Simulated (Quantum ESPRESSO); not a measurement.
# CrClO: parallel and opposed starts, part 2 of 2

Aim: find out which collinear order of CrClO costs least.

Quantum ESPRESSO 7.5; LDA; plane waves with GBRV 1.5 LDA potentials, no spin-orbit coupling.

So far: The structure; Run 1, typed as ferro ++.

## (3) Start 2: antiferro +−

File pw.in:

```
&CONTROL
  calculation = 'scf'
  prefix = 'pwscf'
  outdir = './tmp'
  pseudo_dir = './pseudo'
  disk_io = 'nowf'
/
&SYSTEM
  ibrav = 0
  celldm(1) = 8
  nat = 6
  ntyp = 4
  ecutwfc = 40
  ecutrho = 280
  nbnd = 37
  occupations = 'smearing'
  smearing = 'fd'
  degauss = 0.00367493
  nspin = 2
  starting_magnetization(1) = 0.2143
  starting_magnetization(2) = -0.2143
  starting_magnetization(3) = 0
  starting_magnetization(4) = 0
/
&ELECTRONS
  conv_thr = 1.2d-08
  electron_maxstep = 150
  mixing_beta = 0.3
/
ATOMIC_SPECIES
Cr1    51.9961 cr_lda_v1.5.uspp.F.UPF
Cr2    51.9961 cr_lda_v1.5.uspp.F.UPF
Cl     35.4500 cl_lda_v1.4.uspp.F.UPF
O      15.9990 o_lda_v1.2.uspp.F.UPF
CELL_PARAMETERS alat
   0.7535461548307    0.0000000000000    0.0000000000000
   0.0000000000000    0.9133425581106    0.0000000000000
   0.0000000000000    0.0000000000000    1.8784965310651
ATOMIC_POSITIONS crystal
Cr1     0.0000000000    0.0000000000    0.1060403200
Cr2     0.5000000000    0.5000000000    0.8939596800
Cl      0.0000000000    0.5000000000    0.6814219400
Cl      0.5000000000    0.0000000000    0.3185780600
O       0.5000000000    0.0000000000    0.9478179000
O       0.0000000000    0.5000000000    0.0521821000
K_POINTS automatic
6 6 6 0 0 0
```

Launch:

```
OMP_NUM_THREADS=1 mpirun -n 4 pw.x -nk 4 -in pw.in > pw.out
```

What it wrote:

```text
[banner, memory and clock lines left out]
Program PWSCF v.7.5 starts

     Message from routine setup:
     using ibrav=0 with symmetry is DISCOURAGED, use correct ibrav instead

     bravais-lattice index     =            0
     lattice parameter (alat)  =       8.0000  a.u.
     unit-cell volume          =     661.9481 (a.u.)^3
     number of atoms/cell      =            6
     number of atomic types    =            4
     number of electrons       =        54.00
     number of Kohn-Sham states=           37
     kinetic-energy cutoff     =      40.0000  Ry
     charge density cutoff     =     280.0000  Ry
     scf convergence threshold =      1.2E-08
     mixing beta               =       0.3000
     number of iterations used =            8  plain     mixing
     Exchange-correlation= SLA  PZ   NOGX NOGC
                           (   1   1   0   0   0   0   0)

     celldm(1)=   8.000000  celldm(2)=   0.000000  celldm(3)=   0.000000
     celldm(4)=   0.000000  celldm(5)=   0.000000  celldm(6)=   0.000000

     crystal axes: (cart. coord. in units of alat)
               a(1) = (   0.753546   0.000000   0.000000 )
               a(2) = (   0.000000   0.913343   0.000000 )
               a(3) = (   0.000000   0.000000   1.878497 )

     reciprocal axes: (cart. coord. in units 2 pi/alat)
               b(1) = (  1.327059  0.000000  0.000000 )
               b(2) = (  0.000000  1.094879  0.000000 )
               b(3) = (  0.000000  0.000000  0.532341 )

     PseudoPot. # 1 for Cr read from file:
     cr_lda_v1.5.uspp.F.UPF
     Pseudo is Ultrasoft + core correction, Zval = 14.0

     PseudoPot. # 2 for Cr read from file:
     cr_lda_v1.5.uspp.F.UPF
     Pseudo is Ultrasoft + core correction, Zval = 14.0

     PseudoPot. # 3 for Cl read from file:
     cl_lda_v1.4.uspp.F.UPF
     Pseudo is Ultrasoft + core correction, Zval =  7.0

     PseudoPot. # 4 for O  read from file:
     o_lda_v1.2.uspp.F.UPF
     Pseudo is Ultrasoft + core correction, Zval =  6.0

     atomic species   valence    mass     pseudopotential
     Cr1              14.00    51.99610     Cr( 1.00)
     Cr2              14.00    51.99610     Cr( 1.00)
     Cl                7.00    35.45000     Cl( 1.00)
     O                 6.00    15.99900     O ( 1.00)

     Starting magnetic structure
     atomic species   magnetization
     Cr1             0.214
     Cr2            -0.214
     Cl              0.000
     O               0.000

      4 Sym. Ops. (no inversion) found

   Cartesian axes

     site n.     atom                  positions (alat units)
         1        Cr1    tau(   1) = (   0.0000000   0.0000000   0.1991964  )
         2        Cr2    tau(   2) = (   0.3767731   0.4566713   1.6793002  )
         3        Cl     tau(   3) = (   0.0000000   0.4566713   1.2800488  )
         4        Cl     tau(   4) = (   0.3767731   0.0000000   0.5984478  )
         5        O      tau(   5) = (   0.3767731   0.0000000   1.7804726  )
         6        O      tau(   6) = (   0.0000000   0.4566713   0.0980239  )

     number of k points=    64  Fermi-Dirac smearing, width (Ry)=  0.0037
                       cart. coord. in units 2pi/alat
        k(    1) = (   0.0000000   0.0000000   0.0000000), wk =   0.0046296
        k(    2) = (   0.0000000   0.0000000   0.0887234), wk =   0.0092593
        k(    3) = (   0.0000000   0.0000000   0.1774469), wk =   0.0092593
        k(    4) = (   0.0000000   0.0000000  -0.2661703), wk =   0.0046296
        k(    5) = (   0.0000000   0.1824799   0.0000000), wk =   0.0092593
        [... 59 further k-points ...]

     Dense  grid:    52363 G-vectors     FFT dimensions: (  36,  40,  81)

     Smooth grid:    22633 G-vectors     FFT dimensions: (  25,  30,  64)

     Check: negative core charge=   -0.000005
     Generating pointlists ...
     new r_m :   0.1929 (alat units)  1.5436 (a.u.) for type    1
     new r_m :   0.1929 (alat units)  1.5436 (a.u.) for type    2
     new r_m :   0.2264 (alat units)  1.8116 (a.u.) for type    3
     new r_m :   0.1929 (alat units)  1.5436 (a.u.) for type    4

     Initial potential from superposition of free atoms

     starting charge      52.0000, renormalised to      54.0000

     negative rho (up, down):  1.552E-02 1.552E-02
     Starting wfcs are   36 randomized atomic wfcs +    1 random wfcs

     Self-consistent Calculation

     iteration #  1     ecut=    40.00 Ry     beta= 0.30
     Davidson diagonalization with overlap
     ethr =  1.00E-02,  avg # of iterations =  5.2

     negative rho (up, down):  1.549E-02 1.549E-02

     total energy              =    -482.18864361 Ry
     estimated scf accuracy    <       1.50402208 Ry

     total magnetization       =     0.00 Bohr mag/cell
     absolute magnetization    =     5.69 Bohr mag/cell

     iteration #  2     ecut=    40.00 Ry     beta= 0.30
     Davidson diagonalization with overlap
     ethr =  2.79E-03,  avg # of iterations =  2.1

     negative rho (up, down):  1.569E-02 1.569E-02

     total energy              =    -482.45168120 Ry
     estimated scf accuracy    <       0.17779054 Ry

     total magnetization       =    -0.00 Bohr mag/cell
     absolute magnetization    =     5.97 Bohr mag/cell

     [... further iterations left out ...]

     iteration # 12     ecut=    40.00 Ry     beta= 0.30
     Davidson diagonalization with overlap
     ethr =  8.62E-11,  avg # of iterations =  2.9

     negative rho (up, down):  1.663E-02 1.663E-02

     total energy              =    -482.48171364 Ry
     estimated scf accuracy    <       0.00000002 Ry

     total magnetization       =     0.00 Bohr mag/cell
     absolute magnetization    =     6.06 Bohr mag/cell

     iteration # 13     ecut=    40.00 Ry     beta= 0.30
     Davidson diagonalization with overlap
     ethr =  3.98E-11,  avg # of iterations =  2.0

     negative rho (up, down):  1.663E-02 1.663E-02

     Magnetic moment per site  (integrated on atomic sphere of radius R)
     atom   1 (R=0.193)  charge= 10.9042  magn=  2.3342
     atom   2 (R=0.193)  charge= 10.9042  magn= -2.3342
     atom   3 (R=0.226)  charge=  5.0126  magn= -0.0069
     atom   4 (R=0.226)  charge=  5.0126  magn=  0.0069
     atom   5 (R=0.193)  charge=  5.4417  magn= -0.0152
     atom   6 (R=0.193)  charge=  5.4417  magn=  0.0152

     End of self-consistent calculation

     Number of k-points >= 100: set verbosity='high' to print the bands.

     the Fermi energy is     7.0000 ev

!    total energy              =    -482.48171365 Ry
     estimated scf accuracy    <          2.8E-09 Ry
     smearing contrib. (-TS)   =      -0.00000192 Ry
     internal energy E=F+TS    =    -482.48171173 Ry

     The total energy is F=E-TS. E is the sum of the following terms:
     one-electron contribution =    -493.03110195 Ry
     hartree contribution      =     264.64644771 Ry
     xc contribution           =     -77.55736835 Ry
     ewald contribution        =    -176.53968915 Ry

     total magnetization       =     0.00 Bohr mag/cell
     absolute magnetization    =     6.06 Bohr mag/cell

     convergence has been achieved in  13 iterations
```

It took 39 s on 4 MPI ranks of AMD EPYC 9R14 (Zen 4), shared host; peak memory 0.66 GiB.

Spin moment in the atom's sphere by atom:

```tsv
atom	spin moment in the atom's sphere (μB)
Cr1	2.33
Cr2	-2.33
Cl3	-0.01
Cl4	0.01
O5	-0.02
O6	0.02
```

This step gave:

- smearing term TS: 2.61e-5 eV
- magnetization: 0 μB
- absolute magnetization: 6.059 μB
- final state: antiferromagnetic

## (4) Start 3: no spin polarisation

Changes to pw.in since step 3:

```diff
@@ -11,3 +11,3 @@
   nat = 6
-  ntyp = 4
+  ntyp = 3
   ecutwfc = 40
@@ -18,7 +18,2 @@
   degauss = 0.00367493
-  nspin = 2
-  starting_magnetization(1) = 0.2143
-  starting_magnetization(2) = -0.2143
-  starting_magnetization(3) = 0
-  starting_magnetization(4) = 0
 /
@@ -30,4 +25,3 @@
 ATOMIC_SPECIES
-Cr1    51.9961 cr_lda_v1.5.uspp.F.UPF
-Cr2    51.9961 cr_lda_v1.5.uspp.F.UPF
+Cr     51.9961 cr_lda_v1.5.uspp.F.UPF
 Cl     35.4500 cl_lda_v1.4.uspp.F.UPF
@@ -39,4 +33,4 @@
 ATOMIC_POSITIONS crystal
-Cr1     0.0000000000    0.0000000000    0.1060403200
-Cr2     0.5000000000    0.5000000000    0.8939596800
+Cr      0.0000000000    0.0000000000    0.1060403200
+Cr      0.5000000000    0.5000000000    0.8939596800
 Cl      0.0000000000    0.5000000000    0.6814219400
```

What it wrote:

```text
     [... lines left out ...]
Program PWSCF v.7.5 starts
     [... lines left out ...]
     number of atoms/cell      =            6
     [... lines left out ...]
     number of electrons       =        54.00
     number of Kohn-Sham states=           37
     kinetic-energy cutoff     =      40.0000  Ry
     charge density cutoff     =     280.0000  Ry
     scf convergence threshold =      1.2E-08
     [... lines left out ...]
      8 Sym. Ops., with inversion, found ( 4 have fractional translation)
     [... lines left out ...]
     number of k points=    64  Fermi-Dirac smearing, width (Ry)=  0.0037
     [... lines left out ...]
     iteration # 12     ecut=    40.00 Ry     beta= 0.30
     [... lines left out ...]
     the Fermi energy is     6.9499 ev
!    total energy              =    -482.32496209 Ry
     estimated scf accuracy    <          3.2E-09 Ry
     smearing contrib. (-TS)   =      -0.00873942 Ry
     [... lines left out ...]
     convergence has been achieved in  12 iterations
```

Wall time 22 s (4 MPI ranks); peak memory 0.64 GiB; 86 s of CPU time.

This step gave:

- smearing term TS: 0.1189 eV
- final state: non-magnetic (no spin polarisation)

## (5) The states side by side

An order is kept where moments of 0.15 μB or more survive with the typed signs; meshes match where a doubled cell samples the same k points as the first cell.

Orders:

```tsv
start	final state	typed order kept	energy over the lowest (meV a seeded atom)	largest site moment (μB)	net moment (μB a cell of the first run)	mesh matched	CPU time (s)
ferro ++	ferromagnetic	yes	0	2.398	6	yes	175.8
antiferro +-	antiferromagnetic	yes	11.06	2.334	0	yes	156.8
no spin polarisation	non-magnetic	-	1077	0	0	yes	85.71
```

## (6) Outcome

* lowest state found: ferromagnetic (from ferro ++)
* largest site moment: 2.40 μB
* next state with moments: antiferromagnetic, 11.1 meV a seeded atom higher
* state without moments: 1077 meV a seeded atom higher

**Reading.** Forming the moments gains more than four times the spread of the orders, as local moments do. This is the lowest of 3 collinear or spinless starts, no proof of the ground state. No Hubbard term acts here. In such compounds local and semilocal functionals without one often delocalise the d electrons, and can shrink or lose moments and miss the size, sign and order of the couplings.

[Logs and program files are shortened in this print: banners, set-up blocks, solver, clock and traceback lines can be left out without a mark of their own.]

[Logs are printed without paths, hosts, clocks, repeated set-up lines and the standing remarks that a program may print on its own settings, such as how far it seeks lower states.]

[Hosts, paths, dates, database ids (printed as entryN), source tags and the programs' standing remarks are cut or masked in the printed files.]

[Where a cell is said to come from a database of computed structures, the database is the Materials Project.]
